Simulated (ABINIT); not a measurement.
An input for ABINIT 10.8.3 (GaAs (F-43m)):

```
acell 3*1.0 Angstrom
rprim 
  0.000000000000 2.826850000000 2.826850000000
  2.826850000000 0.000000000000 2.826850000000
  2.826850000000 2.826850000000 0.000000000000
ntypat 2
znucl 31 33
natom 2
typat 1 2
xred 
  0.000000000000 0.000000000000 0.000000000000
  0.250000000000 0.250000000000 0.250000000000
pp_dirpath "pseudos"
pseudos "Ga.upf, As.upf"
ecut 45
ngkpt 10 10 10
nshiftk 1
shiftk 0 0 0
kptopt 1
chksymbreak 0
iscf -2
irdden 1
istwfk *1
nband 34
nbdbuf 4
tolwfr 1e-09
nstep 60
prtvol 0
indata_prefix "in"
outdata_prefix "out"
tmpdata_prefix "tmp"
```

```sh
OMP_NUM_THREADS=1 mpirun -n 4 abinit run.abi > log
```

Q: Estimate wall time and host memory on 4 MPI ranks of Arm Neoverse V1, shared host.

It took 32 s; on shared hardware allow 16 s to 64 s. Peak host memory was 0.37 GiB.

[Paths, hosts, dates, memory and timing lines, banners, echoed tables and standing remarks are left out of the program output.]

[Logs are printed without paths, hosts, clocks, repeated set-up lines and the standing remarks that a program may print on its own settings, such as how far it seeks lower states.]

[Runs of the session that timed out or met a known fault of the program may be left out.]

[Hosts, paths, dates, database ids (printed as entryN), source tags and the programs' standing remarks are cut or masked in the printed files.]

[G0W0 gaps are taken among the corrected bands and points alone; a level outside them can change the order at an edge.]

[Where Ansatz stands beside ABINIT at settings called matched, ABINIT's density can come from a denser mesh and the files from another edition; pairs whose starting gaps differed by over 0.03 eV were left out, so agreement reads better than it is.]
